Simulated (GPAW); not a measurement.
# Work function of Cr2C(OH)2 MXene monolayer at several levels

Aim: the work function of both faces of Cr2C(OH)2 MXene monolayer, and its spread over functionals and bases.

Method: GPAW, PAW setups; layer in a repeated cell with vacuum, relaxation of atoms and in-plane cell, in the first sound run; inputs show where later runs differ, in GPAW 26.7.0.

### Step 1. The starting structure

The cell holds 7 atoms: 2 H, 2 O, 2 Cr and 1 C. Cell: a = 2.836 Å, b = 2.836 Å, c = 20.169 Å, α = 90.0°, β = 90.0°, γ = 120.0°. Vacuum lies along c.

### Step 2. Relaxing the atoms

The atoms are relaxed first, since the surface dipole, and with it the work function, follows the positions of the outer layers.

The input, run.py:

```python
import json
import numpy as np
from ase import Atoms
from ase.filters import FrechetCellFilter
from ase.optimize import BFGS
from gpaw import GPAW, PW

slab = Atoms(
    ['H', 'O', 'Cr', 'C', 'Cr', 'O', 'H'],
    positions=[
        [-0.00000, 1.63735, 7.00000],
        [-0.00000, 1.63735, 7.98000],
        [1.41799, 0.81868, 8.96539],
        [0.00000, 0.00000, 10.08439],
        [-0.00000, 1.63735, 11.20339],
        [1.41799, 0.81868, 12.18879],
        [1.41799, 0.81868, 13.16879]],
    cell=[[2.83598, 0.0, 0.0], [-1.41799, 2.45603, 0.0], [0.0, 0.0, 20.1688]],
    pbc=[True, True, True],
    magmoms=[0.0, 0.0, 2.0, 0.0, 2.0, 0.0, 0.0])

slab.calc = GPAW(mode=PW(600), xc='PBE', kpts={'size': (12, 12, 1), 'gamma': True},
                 occupations={'name': 'fermi-dirac', 'width': 0.05}, nbands='160%',
                 convergence={'density': 1e-05}, maxiter=200,
                 symmetry={'tolerance': 1e-3}, txt='slab.txt')
result = {}
# The in-plane cell is free; stress needs a cell that repeats along all three vectors
path = []
opt = BFGS(FrechetCellFilter(slab, mask=[1, 1, 0, 0, 0, 1]), maxstep=0.2)
opt.attach(lambda: path.append((slab.get_potential_energy(), slab.positions.tolist(), slab.get_forces().tolist())))
result['relaxed'] = bool(opt.run(fmax=0.02, steps=45))
result['path'] = path
result['cell'] = slab.cell.tolist()
print('in-plane lattice', slab.cell.cellpar().round(4)[[0, 1, 5]])
energy = slab.get_potential_energy()
fermi = slab.calc.get_fermi_level()
v = slab.calc.get_electrostatic_potential().mean((0, 1)) - fermi
n = slab.calc.get_pseudo_density().mean((0, 1))
L = slab.cell[2, 2]
z = np.arange(len(v)) * L / len(v)
low, high = slab.positions[:, 2].min(), slab.positions[:, 2].max()
below, above = np.interp([low - 4.8, high + 4.8], z, v)
slopes = [np.interp(x, z, np.gradient(v, z)) for x in (low - 4.8, high + 4.8)]
eps = np.array([[slab.calc.get_eigenvalues(k, s) for k in range(len(slab.calc.get_ibz_k_points()))]
                for s in range(slab.calc.get_number_of_spins())]) - fermi
top, bottom = eps[eps < 0].max(), eps[eps > 0].min()
dipole = slab.get_dipole_moment()[2]
print(f'energy {energy:.4f} eV, Fermi level {fermi:.4f} eV, dipole {dipole:.5f} e A')
print(f'potential 4.8 A off the faces, from the Fermi level: lower {below:.4f} eV, upper {above:.4f} eV')
print(f'slope of the potential there: lower {slopes[0]:.5f}, upper {slopes[1]:.5f} eV/A')
print(f'nearest levels on the mesh: {top:.4f} and {bottom:.4f} eV')
print('magnetic moment', round(slab.get_magnetic_moment(), 3))
result.update(energy=energy, fermi=fermi, dipole=dipole, below=below, above=above, slopes=slopes, edges=[top, bottom],
              z=z.tolist(), v=v.tolist(), n=n.tolist(), positions=slab.positions.tolist(),
              forces=slab.get_forces(apply_constraint=False).tolist(), moments=slab.get_magnetic_moments().tolist())
json.dump(result, open('result.json', 'w'))
```

The run is started by

```console
> OMP_NUM_THREADS=1 OPENBLAS_NUM_THREADS=1 python run.py
```

The log of the run:

```text
Step          Energy          fmax
BFGS:    0      -47.911339        4.117152
BFGS:    1      -48.545922        2.881485
BFGS:    2      -49.031970        1.177149
BFGS:    3      -49.187888        0.974175
BFGS:    4      -49.340461        1.170604
BFGS:    5      -49.489014        0.906456
BFGS:    6      -49.557563        0.753663
BFGS:    7      -49.666718        0.163772
BFGS:    8      -49.664269        0.104371
BFGS:    9      -49.663482        0.080776
BFGS:   10      -49.664468        0.086965
BFGS:   11      -49.671103        0.094432
BFGS:   12      -49.680557        0.079884
BFGS:   13      -49.688701        0.040773
BFGS:   14      -49.690331        0.009339
in-plane lattice [  3.0076   3.0076 120.    ]
energy -49.6788 eV, Fermi level 1.7713 eV, dipole 0.00003 e A
potential 4.8 A off the faces, from the Fermi level: lower 1.6613 eV, upper 1.6623 eV
slope of the potential there: lower -0.00296, upper 0.00249 eV/A
nearest levels on the mesh: -0.0053 and 0.0395 eV
magnetic moment 4.502
```

Wall time 45 min (1 thread of Arm Neoverse V1, shared host); peak memory 0.63 GiB.

This step gave:

| Property | Result |
| --- | --- |
| dipole along the normal | 3.20e-5 e·Å |
| levels nearest the Fermi level on the mesh | -0.005259, 0.03954 eV from the Fermi level |
| site moments | 0.003979, 0.009676, 2.170, -0.1084, 2.170, 0.009676, 0.003979 μB |
| sum of the site moments | 4.259 μB |

The electrostatic potential energy of an electron (without an applied field's), less the Fermi level, planar mean oscillates, so the rows of the table below give means over windows of 1 Å about each position, cut where the curve ends. Its maxima inside the range that stand out by 2 % of the span (Å: eV): 7.1: 0.108, 8.2: -5.22, 9.7: -8.83, 10.5: -8.83, 11.9: -5.21, 13.0: 0.111. Its minima: 6.8: -1.11, 7.8: -10.5, 9.0: -16.7, 10.1: -13.3, 11.2: -16.7, 12.4: -10.5, 13.4: -1.10.

Electrostatic potential energy of an electron (without an applied field's), less the Fermi level, planar mean against z; means over each step:

| z (Å) | electrostatic potential energy of an electron (without an applied field's), less the Fermi level, planar mean (eV) |
| --- | --- |
| 0 | 1.66 |
| 1 | 1.66 |
| 2 | 1.66 |
| 3 | 1.65 |
| 4 | 1.63 |
| 5 | 1.53 |
| 6 | 0.989 |
| 7 | -0.828 |
| 8 | -7.39 |
| 9 | -13.5 |
| 10 | -10.7 |
| 11 | -13.4 |
| 12 | -7.93 |
| 13 | -1.86 |
| 14 | 0.703 |
| 15 | 1.50 |
| 16 | 1.62 |
| 17 | 1.65 |
| 18 | 1.66 |
| 19 | 1.66 |
| 20 | 1.66 |

The pseudo valence density, planar mean oscillates, so the rows of the table below give means over windows of 1.09 Å about each position, cut where the curve ends. Its maxima inside the range that stand out by 2 % of the span (Å: e/Å³): 7.9: 0.942, 9.1: 0.646, 10.1: 0.613, 11.1: 0.646, 12.3: 0.942. Its minima: 8.6: 0.423, 9.4: 0.550, 10.8: 0.550, 11.6: 0.423.

The pseudo valence density, planar mean by z; means over each step:

z (Å), pseudo valence density, planar mean (e/Å³) and a bar:
```
     2.73      0.000 
     3.82      0.000 
     4.91      0.001 
     6.00      0.022 #
     7.09      0.333 ###############
     8.18      0.664 ##############################
     9.27      0.584 ##########################
    10.36      0.590 ##########################
    11.45      0.542 ########################
    12.54      0.671 ##############################
    13.63      0.102 #####
    14.72      0.005 
    15.81      0.001 
    16.90      0.000 
    17.99      0.000
```

Site moment by atom:

```csv
atom,site moment (μB)
H1,0.00
O2,0.01
Cr3,2.17
C4,-0.11
Cr5,2.17
O6,0.01
H7,0.00
```

The relaxation lowered the energy of the cell by 1.79 eV (energies extrapolated to zero smearing; the optimiser's log prints free energies). The largest force left on a free atom is 0.0093 eV/Å.

### Step 3. The slab's potential

With the geometry fixed, the planar mean of the potential gives the vacuum level on each side.

This step: GPAW, PAW setups; slab in vacuum (GPAW 26.7.0).

The cell differs from the one that the last finished run ended in (c 20.169 → 20.531 Å).

The input, run.py:

```python
import json
import numpy as np
from ase import Atoms
from gpaw import GPAW, PW

slab = Atoms(
    ['H', 'O', 'Cr', 'C', 'Cr', 'O', 'H'],
    positions=[
        [0.00000, 1.73641, 7.00000],
        [-0.00000, 1.73641, 7.97370],
        [1.50378, 0.86821, 9.19481],
        [0.00000, 0.00000, 10.26570],
        [-0.00000, 1.73641, 11.33659],
        [1.50378, 0.86821, 12.55771],
        [1.50378, 0.86821, 13.53141]],
    cell=[[3.00756, 0.0, 0.0], [-1.50378, 2.60463, 0.0], [0.0, 0.0, 20.5314]],
    pbc=[True, True, False],
    magmoms=[0.0, 0.0, 2.0, 0.0, 2.0, 0.0, 0.0])

slab.calc = GPAW(mode=PW(500), xc='PBE', kpts={'size': (12, 12, 1), 'gamma': True},
                 occupations={'name': 'fermi-dirac', 'width': 0.05}, nbands='160%',
                 convergence={'density': 1e-05}, maxiter=200,
                 poissonsolver={'dipolelayer': 'xy'},
                 symmetry={'tolerance': 1e-3}, txt='slab.txt')
result = {}
energy = slab.get_potential_energy()
fermi = slab.calc.get_fermi_level()
v = slab.calc.get_electrostatic_potential().mean((0, 1)) - fermi
n = slab.calc.get_pseudo_density().mean((0, 1))
L = slab.cell[2, 2]
z = np.arange(len(v)) * L / len(v)
low, high = slab.positions[:, 2].min(), slab.positions[:, 2].max()
below, above = np.interp([low - 4.8, high + 4.8], z, v)
slopes = [np.interp(x, z, np.gradient(v, z)) for x in (low - 4.8, high + 4.8)]
eps = np.array([[slab.calc.get_eigenvalues(k, s) for k in range(len(slab.calc.get_ibz_k_points()))]
                for s in range(slab.calc.get_number_of_spins())]) - fermi
top, bottom = eps[eps < 0].max(), eps[eps > 0].min()
dipole = slab.get_dipole_moment()[2]
print(f'energy {energy:.4f} eV, Fermi level {fermi:.4f} eV, dipole {dipole:.5f} e A')
print(f'potential 4.8 A off the faces, from the Fermi level: lower {below:.4f} eV, upper {above:.4f} eV')
print(f'slope of the potential there: lower {slopes[0]:.5f}, upper {slopes[1]:.5f} eV/A')
print(f'nearest levels on the mesh: {top:.4f} and {bottom:.4f} eV')
print('magnetic moment', round(slab.get_magnetic_moment(), 3))
result.update(energy=energy, fermi=fermi, dipole=dipole, below=below, above=above, slopes=slopes, edges=[top, bottom],
              z=z.tolist(), v=v.tolist(), n=n.tolist(), positions=slab.positions.tolist(),
              forces=slab.get_forces(apply_constraint=False).tolist(), moments=slab.get_magnetic_moments().tolist())
json.dump(result, open('result.json', 'w'))
```

The log of the run:

```text
energy -48.9727 eV, Fermi level 1.6902 eV, dipole 0.00023 e A
potential 4.8 A off the faces, from the Fermi level: lower 1.6978 eV, upper 1.6963 eV
slope of the potential there: lower -0.00375, upper 0.00375 eV/A
nearest levels on the mesh: -0.0050 and 0.0391 eV
magnetic moment 4.502
```

It took 1.8 min on 1 thread; peak memory 0.29 GiB.

This step gave:

* dipole along the normal: 2.32e-4 e·Å
* levels nearest the Fermi level on the mesh: -0.005027, 0.03907 eV from the Fermi level
* upper work function: 1.696 eV
* lower work function: 1.698 eV
* site moments: 0.004003, 0.009523, 2.169, -0.1086, 2.169, 0.009523, 0.004003 μB
* sum of the site moments: 4.256 μB

The electrostatic potential energy of an electron (without an applied field's), less the Fermi level, planar mean oscillates, so the rows of the table below give means over windows of 0.5 Å about each position, cut where the curve ends. Its maxima inside the range that stand out by 2 % of the span (Å: eV): 7.32: 0.117, 8.46: -5.26, 9.79: -8.93, 10.74: -8.93, 12.07: -5.26, 13.21: 0.115. Its minima: 6.94: -1.05, 7.98: -10.6, 9.22: -16.7, 10.27: -13.3, 11.31: -16.7, 12.55: -10.6, 13.59: -1.05.

Table of electrostatic potential energy of an electron (without an applied field's), less the Fermi level, planar mean by z; means over each step:

```csv
z (Å),"electrostatic potential energy of an electron (without an applied field's), less the Fermi level, planar mean (eV)"
0.0,1.70
0.5,1.70
1.0,1.70
1.5,1.70
2.0,1.70
2.5,1.70
3.0,1.69
3.5,1.69
4.0,1.67
4.5,1.65
5.0,1.60
5.5,1.50
6.0,1.27
6.5,0.555
7.0,-0.657
7.5,-1.72
8.0,-8.81
8.5,-6.42
9.0,-14.1
9.5,-13.0
10.0,-10.6
10.5,-10.8
11.0,-12.5
11.5,-14.5
12.0,-6.63
12.5,-8.86
13.0,-2.09
13.5,-0.629
14.0,0.459
14.5,1.24
15.0,1.49
15.5,1.59
16.0,1.64
16.5,1.67
17.0,1.68
17.5,1.69
18.0,1.69
18.5,1.70
19.0,1.70
19.5,1.70
20.0,1.70
```

The pseudo valence density, planar mean oscillates, so the rows of the table below give means over windows of 0.5 Å about each position, cut where the curve ends. Its maxima inside the range that stand out by 2 % of the span (Å: e/Å³): 7.98: 0.968, 9.32: 0.634, 10.27: 0.613, 11.22: 0.634, 12.55: 0.968. Its minima: 8.74: 0.421, 9.70: 0.552, 10.84: 0.552, 11.79: 0.421.

Pseudo valence density, planar mean against z; means over each step:

```csv
z (Å),"pseudo valence density, planar mean (e/Å³)"
3.0,7.0e-5
3.5,1.4e-4
4.0,2.6e-4
4.5,5.0e-4
5.0,0.00107
5.5,0.00268
6.0,0.00904
6.5,0.0442
7.0,0.166
7.5,0.461
8.0,0.852
8.5,0.548
9.0,0.546
9.5,0.585
10.0,0.595
10.5,0.598
11.0,0.581
11.5,0.556
12.0,0.530
12.5,0.856
13.0,0.484
13.5,0.179
14.0,0.0485
14.5,0.00978
15.0,0.00289
15.5,0.00112
16.0,5.2e-4
16.5,2.7e-4
17.0,1.4e-4
17.5,7.4e-5
```

Force by atom:

```
atom  x (eV/Å)  y (eV/Å)  z (eV/Å)   size
  H1     0.000     0.000    -0.101  0.101
  O2     0.000     0.000     0.119  0.119
 Cr3     0.000     0.000     0.006  0.006
  C4     0.000     0.000     0.000  0.000
 Cr5     0.000     0.000    -0.006  0.006
  O6     0.000     0.000    -0.119  0.119
  H7     0.000     0.000     0.101  0.101
```

The potential is flat to 0.004 eV/Å where it is read, so the vacuum is wide enough.

### Step 4. Self-consistent run: xc = "RPBE"

The same geometry under RPBE, to see how far the functional moves the levels against the vacuum.

Changes to run.py since step 3:

```diff
@@ -19,3 +19,3 @@
 
-slab.calc = GPAW(mode=PW(500), xc='PBE', kpts={'size': (12, 12, 1), 'gamma': True},
+slab.calc = GPAW(mode=PW(500), xc='RPBE', kpts={'size': (12, 12, 1), 'gamma': True},
                  occupations={'name': 'fermi-dirac', 'width': 0.05}, nbands='160%',
```

The log of the run:

```text
energy -46.6142 eV, Fermi level 1.7800 eV, dipole 0.00023 e A
potential 4.8 A off the faces, from the Fermi level: lower 1.6376 eV, upper 1.6361 eV
slope of the potential there: lower -0.00594, upper 0.00594 eV/A
nearest levels on the mesh: -0.0015 and 0.0212 eV
magnetic moment 4.569
```

Wall time 1.8 min (1 thread); peak memory 0.29 GiB.

This step gave:

* dipole along the normal: 2.31e-4 e·Å
* levels nearest the Fermi level on the mesh: -0.001487, 0.02121 eV from the Fermi level
* upper work function: 1.636 eV
* lower work function: 1.638 eV
* site moments: 0.003895, 0.007695, 2.215, -0.1146, 2.215, 0.007695, 0.003895 μB
* sum of the site moments: 4.339 μB

The electrostatic potential energy of an electron (without an applied field's), less the Fermi level, planar mean oscillates, so the rows of the table below give means over windows of 0.5 Å about each position, cut where the curve ends. Its maxima inside the range that stand out by 2 % of the span (Å: eV): 7.32: 0.00195, 8.46: -5.39, 9.79: -9.06, 10.74: -9.06, 12.07: -5.39, 13.21: 6.5e-4. Its minima: 6.94: -1.15, 7.98: -10.7, 9.22: -16.9, 10.27: -13.5, 11.31: -16.9, 12.55: -10.7, 13.59: -1.16.

Table of electrostatic potential energy of an electron (without an applied field's), less the Fermi level, planar mean by z; means over each step:

```csv
z (Å),"electrostatic potential energy of an electron (without an applied field's), less the Fermi level, planar mean (eV)"
0.0,1.64
0.5,1.64
1.0,1.64
1.5,1.64
2.0,1.64
2.5,1.64
3.0,1.63
3.5,1.62
4.0,1.60
4.5,1.57
5.0,1.51
5.5,1.40
6.0,1.16
6.5,0.448
7.0,-0.765
7.5,-1.83
8.0,-8.93
8.5,-6.55
9.0,-14.2
9.5,-13.1
10.0,-10.7
10.5,-10.9
11.0,-12.7
11.5,-14.6
12.0,-6.76
12.5,-8.98
13.0,-2.21
13.5,-0.738
14.0,0.352
14.5,1.14
15.0,1.39
15.5,1.51
16.0,1.57
16.5,1.60
17.0,1.62
17.5,1.63
18.0,1.63
18.5,1.64
19.0,1.64
19.5,1.64
20.0,1.64
```

The pseudo valence density, planar mean oscillates, so the rows of the table below give means over windows of 0.5 Å about each position, cut where the curve ends. Its maxima inside the range that stand out by 2 % of the span (Å: e/Å³): 7.98: 0.968, 9.32: 0.634, 10.27: 0.612, 11.22: 0.634, 12.55: 0.968. Its minima: 8.74: 0.420, 9.70: 0.552, 10.84: 0.552, 11.79: 0.420.

The pseudo valence density, planar mean by z; means over each step:

```csv
z (Å),"pseudo valence density, planar mean (e/Å³)"
3.0,9.2e-5
3.5,1.7e-4
4.0,3.0e-4
4.5,5.4e-4
5.0,0.00111
5.5,0.00268
6.0,0.00893
6.5,0.0441
7.0,0.166
7.5,0.461
8.0,0.852
8.5,0.547
9.0,0.546
9.5,0.585
10.0,0.595
10.5,0.597
11.0,0.581
11.5,0.557
12.0,0.530
12.5,0.857
13.0,0.484
13.5,0.179
14.0,0.0484
14.5,0.00966
15.0,0.00289
15.5,0.00115
16.0,5.7e-4
16.5,3.1e-4
17.0,1.7e-4
17.5,9.6e-5
```

Force by atom:

```
atom  x (eV/Å)  y (eV/Å)  z (eV/Å)   size
  H1     0.000     0.000    -0.087  0.087
  O2     0.000     0.000    -0.201  0.201
 Cr3     0.000     0.000    -0.132  0.132
  C4     0.000     0.000     0.000  0.000
 Cr5     0.000     0.000     0.132  0.132
  O6     0.000     0.000     0.201  0.201
  H7     0.000     0.000     0.087  0.087
```

The upper face's work function is 1.636 eV, against 1.696 eV in the first plane-wave PBE run at this geometry.

### Step 5. Self-consistent run: xc = "revPBE"

The same geometry under revPBE, to see how far the functional moves the levels against the vacuum.

Changes to run.py since step 4:

```diff
@@ -19,3 +19,3 @@
 
-slab.calc = GPAW(mode=PW(500), xc='RPBE', kpts={'size': (12, 12, 1), 'gamma': True},
+slab.calc = GPAW(mode=PW(500), xc='revPBE', kpts={'size': (12, 12, 1), 'gamma': True},
                  occupations={'name': 'fermi-dirac', 'width': 0.05}, nbands='160%',
```

The log of the run:

```text
energy -46.9427 eV, Fermi level 1.8237 eV, dipole 0.00023 e A
potential 4.8 A off the faces, from the Fermi level: lower 1.5491 eV, upper 1.5476 eV
slope of the potential there: lower -0.00513, upper 0.00513 eV/A
nearest levels on the mesh: -0.0860 and 0.0254 eV
magnetic moment 4.557
```

Elapsed: 1.8 min, on 1 thread; peak memory 0.29 GiB.

This step gave:

```
dipole along the normal                    : 2.32e-4 e·Å
levels nearest the Fermi level on the mesh : -0.08603, 0.02537 eV from the Fermi level
upper work function                        : 1.548 eV
lower work function                        : 1.549 eV
site moments                               : 0.003919, 0.008097, 2.203, -0.1134, 2.203, 0.008097, 0.003919 μB
sum of the site moments                    : 4.318 μB
```

The electrostatic potential energy of an electron (without an applied field's), less the Fermi level, planar mean oscillates, so the rows of the table below give means over windows of 1 Å about each position, cut where the curve ends. Its maxima inside the range that stand out by 2 % of the span (Å: eV): 7.3: 0.00534, 8.5: -5.37, 9.8: -9.03, 10.7: -9.03, 12.1: -5.37, 13.2: 0.00404. Its minima: 6.9: -1.17, 8.0: -10.7, 9.2: -16.8, 10.3: -13.4, 11.3: -16.8, 12.5: -10.7, 13.6: -1.17.

The electrostatic potential energy of an electron (without an applied field's), less the Fermi level, planar mean by z; means over each step:

```
z (Å)  electrostatic potential energy of an electron (without an applied field's), less the Fermi level, planar mean (eV)
    0                                                                                                                1.55
    1                                                                                                                1.55
    2                                                                                                                1.55
    3                                                                                                                1.54
    4                                                                                                                1.52
    5                                                                                                                1.43
    6                                                                                                                1.06
    7                                                                                                              -0.431
    8                                                                                                               -6.75
    9                                                                                                               -12.7
   10                                                                                                               -11.1
   11                                                                                                               -12.8
   12                                                                                                               -8.69
   13                                                                                                               -3.58
   14                                                                                                               0.176
   15                                                                                                                1.31
   16                                                                                                                1.48
   17                                                                                                                1.53
   18                                                                                                                1.55
   19                                                                                                                1.55
   20                                                                                                                1.55
```

The upper face's work function is 1.548 eV, against 1.696 eV in the first plane-wave PBE run at this geometry.

(Part 1 of 2 ends here.)

[Logs are printed without paths, hosts, clocks, repeated set-up lines and the standing remarks that a program may print on its own settings, such as how far it seeks lower states.]

[Hosts, paths, dates, database ids (printed as entryN), source tags and the programs' standing remarks are cut or masked in the printed files.]
